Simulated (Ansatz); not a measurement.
# Sc (P6_3/mmc): a volume series of phonon spectra, part 3 of 4

Which modes of Sc drive its thermal expansion?

What experiment has found for this phase:
- heat capacity C_P per formula unit 25.58 J/mol/K near room temperature (given in “High-Throughput Prediction of Finite-Temperature Properties using the Quasi-Harmonic Approximation”, 2016, arXiv:1603.06924)

Ansatz 0.2.0; DFT PBEsol, scalar-relativistic, plane waves, PAW.

So far, highest frequency (cm⁻¹): step 5 (phonons, V/V0 1) 236.

**9. Lattice dynamics at this volume, V/V0 0.985**

The same q-mesh and k-mesh are kept at every volume, so that much of their error can cancel in the differences.

File input.yaml:

```yaml
crystal:
  lattice:
    - [3.2618467767, 0.0, 0.0]
    - [-1.6309233883, 2.8248421719, 0.0]
    - [0.0, 0.0, 5.0524917279]
  atoms:
    - { symbol: Sc, position: [0.3333333333, 0.6666666667, 0.25] }
    - { symbol: Sc, position: [0.6666666667, 0.3333333333, 0.75] }
kpoints:
  mp_grid: { grid: [15, 15, 8] }
hamiltonian:
  xc: pbesol
scf:
  occupations: { method: methfessel_paxton, width: 0.2 }
output:
  eigenvalues: true
phonons:
  method: dfpt
  qmesh: [3, 3, 2]
  temperatures: { t_max: 1000, t_step: 50 }
  qpath:
    path:
      - [[0.0, 0.0, 0.0], [0.5, 0.0, 0.0], [0.33333333, 0.33333333, 0.0], [0.0, 0.0, 0.0], [0.0, 0.0, 0.5], [0.5, 0.0, 0.5], [0.33333333, 0.33333333, 0.5], [0.0, 0.0, 0.5]]
      - [[0.5, 0.0, 0.5], [0.5, 0.0, 0.0]]
      - [[0.33333333, 0.33333333, 0.5], [0.33333333, 0.33333333, 0.0]]
    npoints: 10
```

On the command line:

```bash
> ansatz run input.yaml --threads 8 --pin off --max-ram 30720MiB --backend cpu --events-out ev --progress --plain --runs-dir out
```

Numbers of over 12 decimals in the logs are rounded to 6 here.

Log:

```text
[...]
Crystal: 2 atoms, lattice volume = 46.555 Å³
Basis set: ecut = 420 eV, 929 PW (Γ), exchange–correlation on 48×48×72 points (8 copies of the dense FFT grid, shifted against one another)
Bands: 15, of which v1, the nominal top of the filled ones, is band 11 counted from 1 (10 counted from 0)
Symmetry: 24 space group operations
k-points: 135 of 1800
[...]
k-point 134: bands = [... 7 lower, -17.7672, 9.3729, 9.3729, 9.6553, 9.6553, 10.1309, 10.1309, 12.3430]
[...]
ASR residual: 1.024e-5 → 0.000e0 eV/Å²; symmetrization residual: 2.285e-10 eV/Å²
  ASR residual per site (eV/Å²): 1.02e-5 1.02e-5
  Γ frequencies (cm⁻¹): 0.00 0.00 0.00 136.17 136.17 240.76
--- Phonons (arbitrary-q DFPT): 6 irreducible q on the 3×3×2 mesh ---
[...]
interpolated dispersion: 93 rows × 6 modes
[...]
[key lines of the parts left out:]
SCF converged after 7 iterations
Free energy (F): -4222.736807 eV
Fermi energy:    9.812225 eV
```

It took 59 s on 8 threads of Arm Neoverse V1, shared host; peak memory 1.4 GiB; 7.4 min of CPU time.

No LO-TO term. The phonon branches at the labelled points (cm⁻¹):

```csv
point,branch 1,branch 2,branch 3,branch 4,branch 5,branch 6
Γ,0,0,0,136,136,241
halfway,88,93,153,177,184,238
M,119,137,206,206,222,223
halfway,144,151,189,212,214,216
K,174,174,183,183,209,216
halfway,101,122,149,189,192,235
Γ,0,0,0,136,136,241
halfway,54,54,92,126,126,222
A,98,98,98,98,170,170
halfway,133,133,135,135,187,187
L,129,129,159,159,221,221
halfway,114,114,178,178,215,215
H,105,105,200,200,202,202
halfway,123,123,155,155,192,192
A,98,98,98,98,170,170
jump to L,129,129,159,159,221,221
halfway,123,129,178,192,221,223
M,119,137,206,206,222,223
jump to H,105,105,200,200,202,202
halfway,137,137,197,197,205,210
K,174,174,183,183,209,216
```

The phonon branches as a text plot (rows in cm⁻¹):

```
    236 |******          *******
    226 |      ***              *                        ****
    216 |      *  *******                *****          *      **
    206 |     **** * ****        *      *     ****          *****
    196 |    ***  * * *  *             *      *** **      ** ***
    186 |    **    * *   *        *   *      *      *           *
    176 |   **      ***   *          *      *    *   *   **
    166 |   *       * ***  *       **      *      *   ***       *
    156 |  *       *   **  **     *      **        *    **     *
    146 | *       *      *  *          **           *
    136 |*      ***     * *  ***      ***               ** **
    126 |   *  *         *      **   *   ***       ***  * **  *
    115 |     ****               *  **      **   **  **  *  **
    105 |    *           ***      ***         ***     **
     95 |  *                    *  *
     85 |                 *       *
     75 |   *              **    *
     65 | **               *
     55 |  *                *   *
     45 | *                 *
     35 |**                  * *
     25 |*                   * *
     15 |*
      5 |                     *
         Γ      M    K        Γ   A       L    H       A|L M|H  K
```

No mode is imaginary beyond numerical noise at the solved wavevectors. The highest zone-centre mode (no LO–TO term) moved by +2.3 % for a volume change of -1.5 %.

**10. Relaxing at fixed volume, V/V0 1.03**

The cell differs from the one that the last finished run ended in (a 3.262 → 3.310 Å, b 3.262 → 3.310 Å, c 5.052 → 5.131 Å).

File input.yaml:

```yaml
crystal:
  lattice:
    - [3.3100510655, 0.0, 0.0]
    - [-1.6550255328, 2.8665883105, 0.0]
    - [0.0, 0.0, 5.130554798]
  atoms:
    - { symbol: Sc, position: [0.3333333333, 0.6666666667, 0.25] }
    - { symbol: Sc, position: [0.6666666667, 0.3333333333, 0.75] }
kpoints:
  mp_grid: { grid: [15, 15, 8] }
hamiltonian:
  xc: pbesol
scf:
  occupations: { method: methfessel_paxton, width: 0.2 }
output:
  forces: true
  stress: true
  eigenvalues: true
  write_density: true
  write_potential: true
  elf: true
  volumetric_format: npy
relax:
  adjacent_minimum: "off"
  f_tol: 0.001
  max_steps: 60
  cell: { stress_tol: 0.01, fix: [volume] }
```

Log:

```text
[...]
Crystal: 2 atoms, lattice volume = 48.682 Å³
Basis set: ecut = 420 eV, 953 PW (Γ), exchange–correlation on 48×48×72 points (8 copies of the dense FFT grid, shifted against one another)
Bands: 15, of which v1, the nominal top of the filled ones, is band 11 counted from 1 (10 counted from 0)
Symmetry: 24 space group operations
[...]
k-points: 135 of 1800
[...]
k-point 134: bands = [... 7 lower, -18.4255, 8.8772, 8.8772, 9.1448, 9.1448, 9.5684, 9.5684, 11.7159]
--- Relaxed structure (2 steps of the walk, 2 accepted, 1 SCFs on fresh bases) ---
[...]
cell:  # Å, volume = 48.6815 Å³
    - [3.308981, 2.8858134426142698e-11, 0.0]
    - [-1.654491, 2.865662, 0.0]
    - [0.0, 0.0, 5.133873]
  atoms:
    - { symbol: Sc, position: [0.333333, 0.666667, 0.25] }
    - { symbol: Sc, position: [0.666667, 0.333333, 0.750000] }
[key lines of the parts left out:]
SCF converged after 4 iterations
Free energy (F): -4222.731441 eV
Fermi energy:    9.289629 eV
P = ⅓ Tr σ = -1.6134 GPa (-16.134 kbar)
```

It took 2.2 s on 8 threads; peak memory 0.46 GiB.

Little changed from the start: no atom moved by 0.005 Å and no cell edge by 0.1 %.

**11. Phonons, V/V0 1.03**

Phonons at this volume give one point of F(V, T); meshes stay fixed along the series.

File input.yaml:

```yaml
crystal:
  lattice:
    - [3.3089811319, 0.0, 0.0]
    - [-1.654490566, 2.8656617208, 0.0]
    - [0.0, 0.0, 5.1338731853]
  atoms:
    - { symbol: Sc, position: [0.3333333333, 0.6666666667, 0.25] }
    - { symbol: Sc, position: [0.6666666667, 0.3333333333, 0.75] }
kpoints:
  mp_grid: { grid: [15, 15, 8] }
hamiltonian:
  xc: pbesol
scf:
  occupations: { method: methfessel_paxton, width: 0.2 }
output:
  eigenvalues: true
phonons:
  method: dfpt
  qmesh: [3, 3, 2]
  temperatures: { t_max: 1000, t_step: 50 }
  qpath:
    path:
      - [[0.0, 0.0, 0.0], [0.5, 0.0, 0.0], [0.33333333, 0.33333333, 0.0], [0.0, 0.0, 0.0], [0.0, 0.0, 0.5], [0.5, 0.0, 0.5], [0.33333333, 0.33333333, 0.5], [0.0, 0.0, 0.5]]
      - [[0.5, 0.0, 0.5], [0.5, 0.0, 0.0]]
      - [[0.33333333, 0.33333333, 0.5], [0.33333333, 0.33333333, 0.0]]
    npoints: 10
```

Log:

```text
[...]
Crystal: 2 atoms, lattice volume = 48.682 Å³
Basis set: ecut = 420 eV, 953 PW (Γ), exchange–correlation on 48×48×72 points (8 copies of the dense FFT grid, shifted against one another)
Bands: 15, of which v1, the nominal top of the filled ones, is band 11 counted from 1 (10 counted from 0)
Symmetry: 24 space group operations
k-points: 135 of 1800
[...]
k-point 134: bands = [... 7 lower, -18.4255, 8.8772, 8.8772, 9.1448, 9.1448, 9.5684, 9.5684, 11.7159]
[...]
ASR residual: 8.853e-6 → 0.000e0 eV/Å²; symmetrization residual: 2.138e-10 eV/Å²
  ASR residual per site (eV/Å²): 8.85e-6 8.85e-6
  Γ frequencies (cm⁻¹): 0.00 0.00 0.00 133.17 133.17 224.82
--- Phonons (arbitrary-q DFPT): 6 irreducible q on the 3×3×2 mesh ---
[...]
interpolated dispersion: 93 rows × 6 modes
[...]
[key lines of the parts left out:]
SCF converged after 7 iterations
Free energy (F): -4222.731441 eV
Fermi energy:    9.289629 eV
```

Run time: 62 s. Hardware: 8 threads; peak memory 1.4 GiB.

No LO-TO term. The phonon branches at the labelled points (cm⁻¹):

```csv
point,branch 1,branch 2,branch 3,branch 4,branch 5,branch 6
Γ,0,0,0,133,133,225
halfway,85,90,144,171,175,224
M,115,134,191,198,211,212
halfway,138,147,178,202,202,206
K,165,165,177,177,201,204
halfway,98,118,142,180,183,222
Γ,0,0,0,133,133,225
halfway,53,53,87,124,124,208
A,96,96,96,96,160,160
halfway,130,130,132,132,175,175
L,127,127,155,155,205,205
halfway,114,114,170,170,200,200
H,106,106,186,186,192,192
halfway,121,121,150,150,179,179
A,96,96,96,96,160,160
jump to L,127,127,155,155,205,205
halfway,121,126,169,186,208,208
M,115,134,191,198,211,212
jump to H,106,106,186,186,192,192
halfway,134,134,185,185,196,198
K,165,165,177,177,201,204
```

The phonon branches as a text plot (rows in cm⁻¹):

```
    221 |******          *******
    212 |      ****     *       *                         ***
    202 |      **********                *****          **  *  **
    193 |     ****  * *          *      *     ****         ****
    183 |    ***  *      *             *      *** **      ** ***
    174 |     *    ***    *       *   *      *      *    *      *
    164 |   **      ****  *         **      *    **  ** * *     *
    155 |  *       **  **  *       *     ***           * *
    146 | **      **   ***  *     *     *          *    *      *
    136 |*      **      *    ***      **            *   **  *
    127 |      *  *       *     *     ******         *    **  *
    118 |   * * **       *       *   *      *    *****  *****
    108 |     **                    *        ****     *      *
     99 |    *           ***      **                   *
     89 |  *                    * *
     80 |   *             *
     70 |   *              **    *
     61 | **               *
     52 |  *                *   *
     42 | *                 *
     33 |**                  * *
     24 |*                   * *
     14 |*
      5 |                     *
         Γ      M    K        Γ   A       L    H       A|L M|H  K
```

No mode is imaginary beyond numerical noise at the solved wavevectors. The highest zone-centre mode (no LO–TO term) moved by -4.5 % for a volume change of +3.0 %.

**12. A cell at another volume, V/V0 0.97**

The volume is fixed at the new value while shape and atoms relax, so that only the volume differs between members of the series.

The cell differs from the one that the last finished run ended in (a 3.309 → 3.244 Å, b 3.309 → 3.244 Å, c 5.134 → 5.029 Å).

input.yaml, the sections that differ from step 11:

```yaml
crystal:
  lattice:
    - [3.2444881855, 0.0, 0.0]
    - [-1.6222440928, 2.8098091909, 0.0]
    - [0.0, 0.0, 5.0289328163]
  atoms:
    - { symbol: Sc, position: [0.3333333333, 0.6666666667, 0.25] }
    - { symbol: Sc, position: [0.6666666667, 0.3333333333, 0.75] }
output:
  forces: true
  stress: true
  eigenvalues: true
relax:
  adjacent_minimum: "off"
  f_tol: 0.001
  max_steps: 60
  cell: { stress_tol: 0.01, fix: [volume] }
# kpoints, hamiltonian, scf: as in step 11
# phonons: removed
```

Log:

```text
[...]
Crystal: 2 atoms, lattice volume = 45.846 Å³
Basis set: ecut = 420 eV, 905 PW (Γ), exchange–correlation on 48×48×72 points (8 copies of the dense FFT grid, shifted against one another)
Bands: 15, of which v1, the nominal top of the filled ones, is band 11 counted from 1 (10 counted from 0)
Symmetry: 24 space group operations
[...]
k-points: 135 of 1800
[...]
k-point 134: bands = [... 7 lower, -17.5360, 9.5478, 9.5478, 9.8348, 9.8348, 10.3299, 10.3299, 12.5633]
--- Relaxed structure (2 steps of the walk, 2 accepted, 1 SCFs on fresh bases) ---
[...]
cell:  # Å, volume = 45.8457 Å³
    - [3.245911, 2.8880260120603356e-11, 0]
    - [-1.622955, 2.811041, 0]
    - [0, 0, 5.024525]
  atoms:
    - { symbol: Sc, position: [0.333333, 0.666667, 0.25] }
    - { symbol: Sc, position: [0.666667, 0.333333, 0.750000] }
[key lines of the parts left out:]
SCF converged after 4 iterations
Free energy (F): -4222.730822 eV
Fermi energy:    9.996289 eV
P = ⅓ Tr σ = 1.8309 GPa (18.309 kbar)
```

Run time: 2.1 s. Hardware: 8 threads; peak memory 0.44 GiB; 14 s of CPU time.

Little changed from the start: no atom moved by 0.005 Å and no cell edge by 0.1 %.

**13. Lattice dynamics at this volume, V/V0 0.97**

Phonons at this volume give one point of F(V, T); meshes stay fixed along the series.

File input.yaml:

```yaml
crystal:
  lattice:
    - [3.2459109923, 0.0, 0.0]
    - [-1.6229554962, 2.8110413778, 0.0]
    - [0.0, 0.0, 5.0245250356]
  atoms:
    - { symbol: Sc, position: [0.3333333333, 0.6666666667, 0.25] }
    - { symbol: Sc, position: [0.6666666667, 0.3333333333, 0.75] }
kpoints:
  mp_grid: { grid: [15, 15, 8] }
hamiltonian:
  xc: pbesol
scf:
  occupations: { method: methfessel_paxton, width: 0.2 }
output:
  eigenvalues: true
phonons:
  method: dfpt
  qmesh: [3, 3, 2]
  temperatures: { t_max: 1000, t_step: 50 }
  qpath:
    path:
      - [[0.0, 0.0, 0.0], [0.5, 0.0, 0.0], [0.33333333, 0.33333333, 0.0], [0.0, 0.0, 0.0], [0.0, 0.0, 0.5], [0.5, 0.0, 0.5], [0.33333333, 0.33333333, 0.5], [0.0, 0.0, 0.5]]
      - [[0.5, 0.0, 0.5], [0.5, 0.0, 0.0]]
      - [[0.33333333, 0.33333333, 0.5], [0.33333333, 0.33333333, 0.0]]
    npoints: 10
```

Log:

```text
[...]
Crystal: 2 atoms, lattice volume = 45.846 Å³
Basis set: ecut = 420 eV, 905 PW (Γ), exchange–correlation on 48×48×72 points (8 copies of the dense FFT grid, shifted against one another)
Bands: 15, of which v1, the nominal top of the filled ones, is band 11 counted from 1 (10 counted from 0)
Symmetry: 24 space group operations
k-points: 135 of 1800
[...]
k-point 134: bands = [... 7 lower, -17.5360, 9.5478, 9.5478, 9.8348, 9.8348, 10.3299, 10.3299, 12.5633]
[...]
ASR residual: 1.240e-5 → 0.000e0 eV/Å²; symmetrization residual: 2.339e-10 eV/Å²
  ASR residual per site (eV/Å²): 1.24e-5 1.24e-5
  Γ frequencies (cm⁻¹): 0.00 0.00 0.00 137.32 137.32 246.21
--- Phonons (arbitrary-q DFPT): 6 irreducible q on the 3×3×2 mesh ---
[...]
interpolated dispersion: 93 rows × 6 modes
[...]
[key lines of the parts left out:]
SCF converged after 7 iterations
Free energy (F): -4222.730822 eV
Fermi energy:    9.996289 eV
```

Run time: 59 s. Hardware: 8 threads; peak memory 1.4 GiB; 7.3 min of CPU time.

No LO-TO term. The phonon branches at the labelled points (cm⁻¹):

```csv
point,branch 1,branch 2,branch 3,branch 4,branch 5,branch 6
Γ,0,0,0,137,137,246
halfway,89,94,156,179,188,243
M,120,138,208,211,225,227
halfway,146,152,192,215,218,220
K,177,177,185,185,212,220
halfway,102,124,151,192,196,240
Γ,0,0,0,137,137,246
halfway,54,54,93,127,127,227
A,98,98,98,98,173,173
halfway,135,135,136,136,191,191
L,130,130,160,160,226,226
halfway,114,114,181,181,220,220
H,104,104,205,205,205,205
halfway,124,124,157,157,196,196
A,98,98,98,98,173,173
jump to L,130,130,160,160,226,226
halfway,123,130,180,194,226,228
M,120,138,208,211,225,227
jump to H,104,104,205,205,205,205
halfway,137,137,201,201,208,214
K,177,177,185,185,212,220
```

The phonon branches as a text plot (rows in cm⁻¹):

```
    241 |******          *******
    231 |      ***              *         *             *****
    221 |      **********                * ***           ****  **
    210 |     * ** ******        *      *     * **          *****
    200 |    ***  * * *  *             *      *** **       * ***
    190 |    **    * *   *        *   *      *      *     *     *
    180 |   **      ***   *          *      *    *   *   **
    169 |   *       * ***  *       **      *      *   ***       *
    159 |  *       *    *  *      *      **        *     *     *
    149 | *       **   * *  *          **               *
    139 |*      ***     * *  ***      **            *   **  *
    128 |   *  *         *      **      ****       ***  * **  *
    118 |     ****               *   *      *    **  **  ** *
    108 |    **            *      * *        ****     **     *
     98 |  *             **     *  *                   *
     87 |                 *       *
     77 |   *              **    *
     67 | **               *
     56 |  *                *   *
     46 | *                 *
     36 |**                  * *
     26 |*                   * *
     15 |*
      5 |                     *
         Γ      M    K        Γ   A       L    H       A|L M|H  K
```

No mode is imaginary beyond numerical noise at the solved wavevectors. The highest zone-centre mode (no LO–TO term) moved by +4.6 % for a volume change of -3.0 %.

**14. Relaxing at fixed volume, V/V0 1.05**

Each volume of the series is relaxed in shape and positions, since modes respond to internal strain as well.

The cell differs from the one that the last finished run ended in (a 3.246 → 3.331 Å, b 3.246 → 3.331 Å, c 5.025 → 5.164 Å).

input.yaml, the sections that differ from step 13:

```yaml
crystal:
  lattice:
    - [3.3313381526, 0.0, 0.0]
    - [-1.6656690763, 2.8850234687, 0.0]
    - [0.0, 0.0, 5.1635496263]
  atoms:
    - { symbol: Sc, position: [0.3333333333, 0.6666666667, 0.25] }
    - { symbol: Sc, position: [0.6666666667, 0.3333333333, 0.75] }
output:
  forces: true
  stress: true
  eigenvalues: true
relax:
  adjacent_minimum: "off"
  f_tol: 0.001
  max_steps: 60
  cell: { stress_tol: 0.01, fix: [volume] }
# kpoints, hamiltonian, scf: as in step 13
# phonons: removed
```

Log:

```text
[...]
Crystal: 2 atoms, lattice volume = 49.627 Å³
Basis set: ecut = 420 eV, 977 PW (Γ), exchange–correlation on 48×48×72 points (8 copies of the dense FFT grid, shifted against one another)
Bands: 15, of which v1, the nominal top of the filled ones, is band 11 counted from 1 (10 counted from 0)
Symmetry: 24 space group operations
[...]
k-points: 135 of 1800
[...]
k-point 134: bands = [... 7 lower, -18.7024, 8.6699, 8.6699, 8.9306, 8.9306, 9.3339, 9.3339, 11.4520]
--- Relaxed structure (3 steps of the walk, 3 accepted, 1 SCFs on fresh bases) ---
[...]
cell:  # Å, volume = 49.6268 Å³
    - [3.329298, 0, 0]
    - [-1.664649, 2.883257, 0]
    - [0, 0, 5.169880]
  atoms:
    - { symbol: Sc, position: [0.333333, 0.666667, 0.250000] }
    - { symbol: Sc, position: [0.666667, 0.333333, 0.75] }
[key lines of the parts left out:]
SCF converged after 4 iterations
Free energy (F): -4222.719040 eV
Fermi energy:    9.070739 eV
P = ⅓ Tr σ = -2.5775 GPa (-25.775 kbar)
```

It took 2.8 s on 8 threads; peak memory 0.46 GiB; 19 s of CPU time.

(Part 3 of 4 ends here.)

[Logs are printed without paths, hosts, clocks, repeated set-up lines and the standing remarks that a program may print on its own settings, such as how far it seeks lower states.]

[Hosts, paths, dates, database ids (printed as entryN), source tags and the programs' standing remarks are cut or masked in the printed files.]

[A step with changed settings may run another functional than the one named; its input shows which.]

[Of the runs on displaced cells, only some may be shown.]
